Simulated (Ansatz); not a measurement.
# The perfect armchair BP nanoribbon (N = 4, H/H2 edges), part 2 of 4

What gap, if any, does the armchair BP nanoribbon (N = 4, H/H2 edges) have, and how does it change with the functional and under strain?

Ansatz 0.2.0; DFT PBE, plane waves, PAW; relaxation of a wire's period (the session's first sound run).

So far. Step 2 (The relaxed wire): The cell's length comes to 5.590 Å with no moment.

## (3) Bands of the perfect wire

This step: DFT PBE, plane waves, PAW; channels and complex bands of a perfect wire (Ansatz 0.2.0).

At the relaxed period the Bloch states of the perfect wire are found at each energy: those that move forward count the open channels, and those that decay describe how a disturbance dies away inside the wire itself. An energy step of 0.035 eV is under the 0.039 eV that the program asks for its thermal average at 300 K.

The input, input.yaml:

```yaml
crystal:
  lattice:
    - [13.76, 0.0, 0.0]
    - [0.0, 9.256, 0.0]
    - [0.0, 0.0, 5.5895162939]
  atoms:
    - { symbol: B, position: [0.337514762, 0.5, 0.996152448] }
    - { symbol: B, position: [0.568738581, 0.5, 0.004788851] }
    - { symbol: P, position: [0.34468662, 0.5, 0.320754334] }
    - { symbol: P, position: [0.573315599, 0.5, 0.33207396] }
    - { symbol: H, position: [0.743964649, 0.608656673, 0.430855654] }
    - { symbol: H, position: [0.743964649, 0.391343327, 0.430855654] }
    - { symbol: H, position: [0.25652891, 0.5, 0.449688834] }
    - { symbol: B, position: [0.457299948, 0.5, 0.497526179] }
    - { symbol: B, position: [0.700404568, 0.5, 0.486526703] }
    - { symbol: P, position: [0.454302067, 0.5, 0.834359575] }
    - { symbol: P, position: [0.69073587, 0.5, 0.835164372] }
    - { symbol: H, position: [0.26081936, 0.5, 0.895827035] }
    - { symbol: H, position: [0.745328324, 0.615983793, 0.932050118] }
    - { symbol: H, position: [0.745328324, 0.384016207, 0.932050118] }
kpoints:
  mp_grid: { grid: [1, 1, 15] }
  band_path: { path: ["Γ", Z], npoints: 50 }
scf:
  occupations: { method: fermi_dirac, width: 0.05 }
hamiltonian:
  xc: pbe
output:
  transmission:
    e_range: [-2, 2]
    de: 0.035
    kmesh: [1, 1]
    reduced_basis: true
    leads: [[0, 0]]
  dos: { e_range: [-5, 4] }
  write_potential: true
  write_density: true
  volumetric_format: npy
  elf: true
```

Launch:

```sh
$ ansatz run input.yaml --threads 8 --pin off --max-ram 16384MiB --backend cpu --events-out ev --progress --plain --runs-dir out
```

Numbers of over 12 decimals in the logs are rounded to 6 here.

Log:

```text
[...]
Crystal: 14 atoms, lattice volume = 711.895 Å³
Basis set: ecut = 420 eV, 13929 PW (Γ)
Bands: 33, of which v1, the nominal top of the filled ones, is band 19 counted from 1 (18 counted from 0)
Symmetry: 2 space group operations
[...]
k-points: 8 of 15 (time reversal used)
[...]
SCF iter   1: F=—  HF=-3741.902753 eV  |F-HF|=—  |Δ(HF+E_count)|=         —  Δρ=1.95e-3  dr2=4.50e-2  ethr=1.77e-3  ⟨swp⟩=9.6  Hψ=1824  notcnv=0  defer=34
[...]
SCF iter   8: F=-3741.907954 eV  HF=-3741.907954 eV  |F-HF|=1.28e-7  |Δ(HF+E_count)|=   4.82e-7  Δρ=2.08e-6  dr2=2.94e-8  ethr=2.63e-10  ⟨swp⟩=17.5  Hψ=1855  notcnv=0
SCF 1 converged in 8 iterations: F = -3741.907954 eV  dr2 = 2.94e-8
[...]
NSCF: frozen V_eff on 51 k-points
transmission: 7 of 42 steps passed
transmission: 14 of 42 steps passed
[...]
transmission: 42 of 42 steps passed
WARN: The output density's exchange-correlation potential varies sharply where the density is thin. Do not read a vacuum level from v_tot or v_xc, or from such a field of the output density. On a cell that repeats whose density bears no net charge and no dipole along the vacuum's axis use v_es (v_loc + v_h of the components); under efield.dipole_correction with no amplitude use v_es + v_field, which holds any externa [...]
Second SCF, for the conductance: iteration 1, dr2 3.921e-8 eV
Second SCF, for the conductance: iteration 2, dr2 1.427e-8 eV
Second SCF, for the conductance: iteration 3, dr2 2.863e-9 eV
transmission: 7 of 42 steps passed
transmission: 14 of 42 steps passed
[...]
transmission: 42 of 42 steps passed
SCF converged after 8 iterations
Free energy (F): -3741.907954 eV
[...]
Internal energy: -3741.907954 eV  (E = F + TS)
E sigma→0 (E₀):  -3741.907954 eV
Entropy (-TS):   -0.000000 eV (-0.000 meV/atom)
Fermi energy:    -2.317736 eV
[...]
--- Band table (eV; the first three rows and the last of 8) ---
  k-point 0: bands = [... 15 lower, -5.0284, -4.9461, -3.9628, -2.9783, -1.6587, -0.3835, 0.4809, 0.8615, ... 10 higher]
  k-point 1: bands = [... 15 lower, -5.0701, -4.9491, -3.9570, -3.0915, -1.5363, -0.4162, 0.4976, 0.8505, ... 10 higher]
  k-point 2: bands = [... 15 lower, -5.1742, -4.9839, -3.9442, -3.3452, -1.2581, -0.4984, 0.5456, 0.8153, ... 10 higher]
  k-point 7: bands = [... 15 lower, -5.7085, -5.1528, -4.9070, -3.6986, -1.1430, 0.5333, 0.6258, 0.7728, ... 10 higher]
--- Transmission ---
  basis      : 1115 plane waves across, 7 finite elements along
  points     : 1, standing for a mesh of 1 x 1
  filling    : by a second SCF (3 iterations) under fermi_dirac of width 0.025852 eV on a mesh of 1 x 1 x 29, whose Fermi level is -2.318047 eV
  energies   : 115 from -2.000000 to 1.990000 eV about the Fermi level, 0.035000 eV apart; the leads are filled to 0.000000 eV, and channels, transmission and decay are at -0.005000 eV
  crystal 0  : P4H6B4, at the sites [0, 0], period 5.5895 Å: whole cells are its period
    offset         : up to 0.0000 Å between an atom of the period and one for which it stands
    filled         : 0.2 meV over the level at which it is neutral
    channels       : 0.000000e0 a spin
    conductance    : 1.0059e3 S/m² at 300 K; may be off by some 0.4 % by where its bands' edges are placed, 0.0 % from the distance to neutral
    slowest decay  : 0.1183 /Å at (0.0000, 0.0000)
```

Wall time 3.9 min (8 threads of Arm Neoverse V1, shared host); peak memory 2.5 GiB; 22 min of CPU time.

In the SCF lines HF is the Harris–Foulkes energy and dr2 the Hartree energy of the density residual, in eV; the loop may stop once dr2 is under the threshold and the program's other checks hold. Hψ counts applications of the Hamiltonian.

Numbers from this step:

```
channels at the energy nearest the Fermi level, one spin        : 0
conductance of the lead as this run defines it                  : 1.65e-11 G₀
slowest decay in the lead at the energy nearest the Fermi level : 0.1183 Å⁻¹
band gap                                                        : 1.320 eV
```

Open channels of the lead, one spin against energy, zero at the Fermi level:

energy (eV), open channels of the lead, one spin and a bar:
```
   -2.000       1.00 ###############
   -1.895       1.00 ###############
   -1.790       1.00 ###############
   -1.685       1.00 ###############
   -1.615       0.00 
   -1.510       0.00 
   -1.405       2.00 ##############################
   -1.300       1.00 ###############
   -1.195       1.00 ###############
   -1.090       1.00 ###############
   -0.985       1.00 ###############
   -0.915       1.00 ###############
   -0.810       1.00 ###############
   -0.705       1.00 ###############
   -0.600       0.00 
   -0.495       0.00 
   -0.390       0.00 
   -0.285       0.00 
   -0.215       0.00 
   -0.110       0.00 
   -0.005       0.00 
    0.100       0.00 
    0.205       0.00 
    0.310       0.00 
    0.415       0.00 
    0.485       0.00 
    0.590       0.00 
    0.695       1.00 ###############
    0.800       1.00 ###############
    0.905       1.00 ###############
    1.010       1.00 ###############
    1.115       1.00 ###############
    1.185       2.00 ##############################
    1.290       2.00 ##############################
    1.395       2.00 ##############################
    1.500       0.00 
    1.605       0.00 
    1.710       0.00 
    1.815       2.00 ##############################
    1.885       2.00 ##############################
```

The slowest values at each energy, most degenerate partners merged, listed up to 1.5 1/Å. Table of Im kz of the slowest decaying states by energy, zero at the Fermi level:

```csv
energy (eV),decay 1 (Å⁻¹),decay 2 (Å⁻¹),decay 3 (Å⁻¹),decay 4 (Å⁻¹)
-2.000,0.296,0.332,0.336,0.405
-1.790,0.296,0.317,0.340,0.365
-1.615,0.0441,0.330,0.345,0.385
-1.405,0.343,0.350,0.405,0.570
-1.195,0.272,0.353,0.354,0.420
-0.985,0.344,0.356,0.360,0.432
-0.810,0.357,0.365,0.373,0.440
-0.600,0.0507,0.356,0.369,0.391
-0.390,0.0969,0.355,0.371,0.396
-0.215,0.113,0.353,0.372,0.392
-0.005,0.118,0.349,0.372,0.381
0.205,0.112,0.344,0.362,0.371
0.415,0.0912,0.335,0.338,0.368
0.590,0.0523,0.304,0.332,0.364
0.800,0.254,0.323,0.359,0.444
1.010,0.175,0.313,0.352,0.438
1.185,0.304,0.345,0.431,0.517
1.395,0.291,0.335,0.420,0.504
1.605,0.0577,0.276,0.323,0.408
1.815,0.258,0.309,0.394,0.472
```

The electronic bands at the labelled points (eV, zero at the Fermi level):

```csv
point,band 16,band 17,band 18,band 19,band 20,band 21,band 22,band 23
Γ,-2.71,-2.63,-1.65,-0.66,0.66,1.93,2.80,3.18
halfway,-3.15,-2.86,-1.73,-1.41,1.42,1.86,2.98,3.09
Z,-3.41,-2.75,-2.68,-1.38,1.17,2.85,3.05,3.08
```

Electrostatic potential energy in the ca plane at fractional y = 0.500, with atoms of B and P and H within 0.2 Å of it. With pseudopotentials it is smooth inside the atoms' cores, unlike the true potential.

Ten even steps from '0' (-66 eV) to '9' (2 eV), each cell a mean:
```
999999999999999
999999999999999
999999999999999
999999999999999
999999999999999
999999988998788
899998424774125
899998413772003
899877788986557
257510279999874
147500279999972
789866678987667
899998412772004
899988524773015
788643688998776
047300279999961
468632589999974
999988449999836
999999889999989
999999999999999
999999999999999
999999999999999
999999999999999
999999999999999
```
Columns run along c (5.6 Å; values clipped at the 3rd and 97th percentile), rows up along a (13.8 Å). Atoms in or near the plane, at fractional coordinates: B at (0.00, 0.34), B at (0.00, 0.57), P at (0.32, 0.34), P at (0.33, 0.57), H at (0.45, 0.26), B at (0.50, 0.46), B at (0.49, 0.70), P at (0.83, 0.45), P at (0.84, 0.69), H at (0.90, 0.26).

ELF in the ca plane at fractional y = 0.500, with atoms of B and P and H within 0.2 Å of it. It is the smooth field of the valence electrons, not physical close to the nuclei.

Values in units of 1e-1, 24 rows by 15 columns, each cell a mean:
```
 0.0  0.0  0.0  0.0  0.0  0.0  0.0  0.0  0.0  0.0  0.0  0.0  0.0  0.0  0.0
 0.0  0.0  0.0  0.0  0.0  0.0  0.0  0.0  0.0  0.0  0.0  0.0  0.0  0.0  0.0
 0.0  0.0  0.0  0.0  0.0  0.1  0.1  0.1  0.1  0.0  0.0  0.0  0.0  0.0  0.0
 0.2  0.1  0.0  0.1  0.3  0.6  0.8  0.7  0.4  0.2  0.1  0.1  0.2  0.4  0.4
 1.2  0.4  0.1  0.2  1.2  2.4  3.1  2.8  1.8  0.9  0.8  1.0  1.6  2.1  1.9
 3.2  1.1  0.2  0.6  2.6  4.7  5.7  5.1  3.7  3.6  4.5  4.4  4.3  5.1  4.9
 4.1  1.5  0.3  0.6  2.7  4.5  3.6  1.7  2.6  7.3  8.9  6.4  1.8  2.8  5.0
 5.1  2.1  0.6  1.2  3.6  5.4  4.1  1.6  3.2  8.3  9.5  6.3  0.5  1.5  5.0
 7.7  4.7  3.9  4.5  6.4  8.8  9.3  8.3  5.8  5.6  7.0  7.2  7.5  9.2  9.4
 3.1  5.9  8.4  7.3  2.4  2.7  6.0  7.4  4.4  1.5  1.5  3.3  6.3  7.7  6.0
 1.2  5.5  8.8  7.6  1.9  1.5  4.8  6.9  4.2  1.3  0.8  2.1  5.1  6.6  3.8
 6.9  5.0  5.1  4.9  5.3  7.9  9.1  8.3  5.8  5.1  5.2  5.0  6.6  8.9  9.0
 5.6  2.3  0.9  1.2  3.6  6.3  5.4  1.9  3.0  8.3  9.0  5.2  0.9  2.7  6.1
 5.8  2.4  1.3  1.9  4.6  7.3  7.0  3.9  4.0  8.0  8.6  5.1  1.7  3.9  6.8
 6.5  5.5  6.4  5.5  4.0  6.8  9.0  8.4  5.6  4.0  4.1  4.9  7.3  9.1  8.9
 0.9  6.3  9.1  7.1  0.8  0.3  3.5  5.7  3.1  0.8  0.6  2.2  5.3  6.1  2.6
 4.7  6.0  8.0  6.8  3.6  6.1  8.8  8.6  6.0  1.3  0.5  4.1  8.2  9.0  7.9
 8.9  4.9  3.1  3.2  5.8  9.4 10.0 10.0  9.5  3.1  0.8  6.8  9.9 10.0 10.0
 8.8  3.1  0.6  0.8  4.2  9.1  9.9  9.9  9.1  2.4  0.4  5.6  9.8 10.0  9.9
 6.1  1.2  0.1  0.1  1.6  6.0  8.8  8.8  5.4  0.7  0.1  2.4  8.0  9.6  9.3
 1.6  0.2  0.0  0.0  0.2  1.3  3.2  3.1  0.9  0.1  0.0  0.4  2.7  5.4  4.9
 0.1  0.0  0.0  0.0  0.0  0.1  0.2  0.2  0.0  0.0  0.0  0.0  0.2  0.6  0.5
 0.0  0.0  0.0  0.0  0.0  0.0  0.0  0.0  0.0  0.0  0.0  0.0  0.0  0.0  0.0
 0.0  0.0  0.0  0.0  0.0  0.0  0.0  0.0  0.0  0.0  0.0  0.0  0.0  0.0  0.0
```
Columns run along c (5.6 Å), rows up along a (13.8 Å). Atoms in or near the plane, at fractional coordinates: B at (0.00, 0.34), B at (0.00, 0.57), P at (0.32, 0.34), P at (0.33, 0.57), H at (0.45, 0.26), B at (0.50, 0.46), B at (0.49, 0.70), P at (0.83, 0.45), P at (0.84, 0.69), H at (0.90, 0.26).

Valence density in the ca plane at fractional y = 0.500, with atoms of B and P and H within 0.2 Å of it. It is the smooth field of the valence electrons, not physical close to the nuclei.

Ten even steps from '_' (0.0 e/Å³) to '@' (1.3 e/Å³), each cell a mean:
```
______________________________
______________________________
______________________________
______________________________
______________________________
__________..::::::......::::::
..________::========++==----==
::______..--======++**++..::==
--::..::--++**==::::::--++****
==++++++----++==..____..::==++
==******--::====..____..::==++
==--::::--++##++--::::--==**##
--..____..--++==++****==::--++
--..__..::==**++++++++==::==++
==------==++##++::....::==**##
--**##**::..==--..______::==++
++========++##==..______::**##
--......::==@@##::______--@@%%
__________..::::________..::::
______________________________
______________________________
______________________________
______________________________
______________________________
```
Columns run along c (5.6 Å), rows up along a (13.8 Å). Atoms in or near the plane, at fractional coordinates: B at (0.00, 0.34), B at (0.00, 0.57), P at (0.32, 0.34), P at (0.33, 0.57), H at (0.45, 0.26), B at (0.50, 0.46), B at (0.49, 0.70), P at (0.83, 0.45), P at (0.84, 0.69), H at (0.90, 0.26).

By hand: a barrier of this wire, of length L, would pass T ∝ exp(−2κL) at this energy; with κ = 0.118 Å⁻¹ one decade takes ln 10 / (2κ) = 9.73 Å.

At the computed energy nearest the Fermi level there are 0 channels a spin, and the thermal average gives 1.7e-11 G₀; the gap is 1.32 eV.

## (4) Levels at the same atoms, level LDA, cutoff 420 eV

This step: DFT LDA, plane waves, PAW; bands of a perfect wire at the PBE geometry (Ansatz 0.2.0).

The atoms stay at the PBE geometry and the functional changes. At fixed atoms LDA and the gradient-corrected functionals usually give like bands; this run checks that. Against the first PBE run of this kind, the mesh along the wire has 11 points against 15.

input.yaml: that of step 3 with these lines changed.

```diff
@@ -21,3 +21,3 @@
 kpoints:
-  mp_grid: { grid: [1, 1, 15] }
+  mp_grid: { grid: [1, 1, 11] }
   band_path: { path: ["Γ", Z], npoints: 50 }
@@ -26,14 +26,2 @@
 hamiltonian:
-  xc: pbe
-output:
-  transmission:
-    e_range: [-2, 2]
-    de: 0.035
-    kmesh: [1, 1]
-    reduced_basis: true
-    leads: [[0, 0]]
-  dos: { e_range: [-5, 4] }
-  write_potential: true
-  write_density: true
-  volumetric_format: npy
-  elf: true
+  xc: lda
```

Log:

```text
[...]
Crystal: 14 atoms, lattice volume = 711.895 Å³
Basis set: ecut = 420 eV, 13929 PW (Γ)
Bands: 33, of which v1, the nominal top of the filled ones, is band 19 counted from 1 (18 counted from 0)
Symmetry: 2 space group operations
[...]
k-points: 6 of 11 (time reversal used)
[...]
SCF iter   1: F=—  HF=-3595.417425 eV  |F-HF|=—  |Δ(HF+E_count)|=         —  Δρ=4.07e-3  dr2=1.24e-1  ethr=1.77e-3  ⟨swp⟩=10.2  Hψ=1437  notcnv=0  defer=24
[...]
SCF iter   8: F=-3595.398006 eV  HF=-3595.398006 eV  |F-HF|=3.78e-8  |Δ(HF+E_count)|=   5.36e-7  Δρ=2.53e-6  dr2=8.50e-8  ethr=2.63e-10  ⟨swp⟩=17.2  Hψ=1390  notcnv=0
SCF 1 converged in 8 iterations: F = -3595.398006 eV  dr2 = 8.50e-8
[...]
SCF converged after 8 iterations
Free energy (F): -3595.398006 eV
[...]
Internal energy: -3595.398005 eV  (E = F + TS)
E sigma→0 (E₀):  -3595.398005 eV
Entropy (-TS):   -0.000001 eV (-0.000 meV/atom)
Fermi energy:    -2.483897 eV
[...]
--- Band table (eV; the first three rows and the last of 6) ---
  k-point 0: bands = [... 15 lower, -5.1802, -5.0600, -4.1198, -3.1193, -1.8490, -0.5628, 0.3403, 0.6650, ... 10 higher]
  k-point 1: bands = [... 15 lower, -5.2411, -5.0808, -4.1087, -3.3209, -1.6302, -0.6249, 0.3704, 0.6451, ... 10 higher]
  k-point 2: bands = [... 15 lower, -5.4111, -5.1727, -4.0986, -3.6974, -1.2139, -0.7497, 0.4489, 0.5928, ... 10 higher]
  k-point 5: bands = [... 15 lower, -5.8259, -5.3476, -5.0213, -3.8422, -1.3358, 0.3161, 0.3768, 0.5910, ... 10 higher]
```

The job ended after 13 s (8 threads; peak memory 1.8 GiB; 1.8 min of CPU time).

Numbers from this step:

* band gap: 1.270 eV

Electronic bands along the path, in eV, zero at the Fermi level:

```csv
point,band 16,band 17,band 18,band 19,band 20,band 21,band 22,band 23
Γ,-2.70,-2.58,-1.64,-0.64,0.63,1.92,2.82,3.15
halfway,-3.11,-2.82,-1.72,-1.40,1.41,1.83,2.99,3.09
Z,-3.38,-2.74,-2.68,-1.35,1.14,2.80,3.02,3.05
```

The gap is 1.27 eV, against 1.32 eV under PBE at the relaxed period.

## (5) Levels at the same atoms, level PBEsol, cutoff 420 eV

This step: DFT PBEsol, plane waves, PAW; bands of a perfect wire at the PBE geometry (Ansatz 0.2.0).

The atoms stay at the PBE geometry and the functional changes. At fixed atoms LDA and the gradient-corrected functionals usually give like bands; this run checks that. Against the first PBE run of this kind, the mesh along the wire has 11 points against 15.

input.yaml: that of step 4 with these lines changed.

```diff
@@ -26,2 +26,2 @@
 hamiltonian:
-  xc: lda
+  xc: pbesol
```

Log:

```text
[...]
Crystal: 14 atoms, lattice volume = 711.895 Å³
Basis set: ecut = 420 eV, 13929 PW (Γ)
Bands: 33, of which v1, the nominal top of the filled ones, is band 19 counted from 1 (18 counted from 0)
Symmetry: 2 space group operations
[...]
k-points: 6 of 11 (time reversal used)
[...]
--- Band table (eV; the first three rows and the last of 6) ---
  k-point 0: bands = [... 15 lower, -5.0218, -4.9205, -3.9791, -2.9872, -1.6900, -0.4039, 0.5190, 0.8448, ... 10 higher]
  k-point 1: bands = [... 15 lower, -5.0889, -4.9367, -3.9685, -3.1867, -1.4731, -0.4642, 0.5496, 0.8215, ... 10 higher]
  k-point 2: bands = [... 15 lower, -5.2644, -5.0266, -3.9598, -3.5613, -1.0589, -0.5836, 0.6290, 0.7618, ... 10 higher]
  k-point 5: bands = [... 15 lower, -5.6853, -5.2115, -4.8841, -3.7083, -1.1667, 0.4832, 0.5467, 0.7525, ... 10 higher]
[key lines of the parts left out:]
SCF converged after 8 iterations
Free energy (F): -3664.134933 eV
Fermi energy:    -2.338356 eV
```

The job ended after 14 s (8 threads; peak memory 1.8 GiB; 1.8 min of CPU time).

The gap is 1.30 eV, against 1.32 eV under PBE at the relaxed period.

## (6) Levels at the same atoms, level r2SCAN, cutoff 500 eV

This step: DFT r2SCAN, plane waves, PAW; bands of a perfect wire at the PBE geometry (Ansatz 0.2.0).

The atoms stay at the PBE geometry and the functional changes. r2SCAN also reads the kinetic-energy density; it often gives larger moments and wider gaps than PBE, at a higher cost. Against the first PBE run of this kind, the cutoff is 500 eV against 420 and the mesh along the wire has 11 points against 15.

input.yaml: that of step 5 with these lines changed.

```diff
@@ -26,2 +26,2 @@
 hamiltonian:
-  xc: pbesol
+  xc: r2scan
```

Log:

```text
[...]
Crystal: 14 atoms, lattice volume = 711.895 Å³
Basis set: ecut = 500 eV, 18031 PW (Γ), exchange–correlation on 432×288×180 points (64 copies of the dense FFT grid, shifted against one another)
Bands: 33, of which v1, the nominal top of the filled ones, is band 19 counted from 1 (18 counted from 0)
Symmetry: 2 space group operations
[...]
k-points: 6 of 11 (time reversal used)
[...]
--- Band table (eV; the first three rows and the last of 6) ---
  k-point 0: bands = [... 15 lower, -5.2474, -5.1767, -4.1269, -3.1000, -1.5959, -0.2507, 0.8966, 1.1935, ... 10 higher]
  k-point 1: bands = [... 15 lower, -5.3316, -5.1830, -4.1168, -3.3002, -1.3771, -0.3128, 0.9272, 1.1644, ... 10 higher]
  k-point 2: bands = [... 15 lower, -5.5236, -5.2734, -4.1103, -3.6870, -0.9519, -0.4294, 0.9888, 1.1006, ... 10 higher]
  k-point 5: bands = [... 15 lower, -5.9508, -5.4354, -5.0834, -3.8534, -1.0571, 0.7698, 0.7823, 1.0367, ... 10 higher]
[key lines of the parts left out:]
SCF converged after 8 iterations
Free energy (F): -3758.890477 eV
Fermi energy:    -2.347705 eV
```

Run time: 30 s. Hardware: 8 threads; peak memory 3.1 GiB.

Electronic bands along the path, in eV, zero at the Fermi level:

```csv
point,band 16,band 17,band 18,band 19,band 20,band 21,band 22,band 23
Γ,-2.90,-2.83,-1.78,-0.75,0.75,2.10,3.24,3.54
halfway,-3.37,-3.07,-1.87,-1.53,1.54,2.03,3.32,3.50
Z,-3.64,-2.96,-2.87,-1.50,1.28,3.11,3.29,3.37
```

The gap is 1.50 eV, against 1.32 eV under PBE at the relaxed period.

[end of part 2 of 4]

[Logs are printed without paths, hosts, clocks, repeated set-up lines and the standing remarks that a program may print on its own settings, such as how far it seeks lower states.]

[Hosts, paths, dates, database ids (printed as entryN), source tags and the programs' standing remarks are cut or masked in the printed files.]
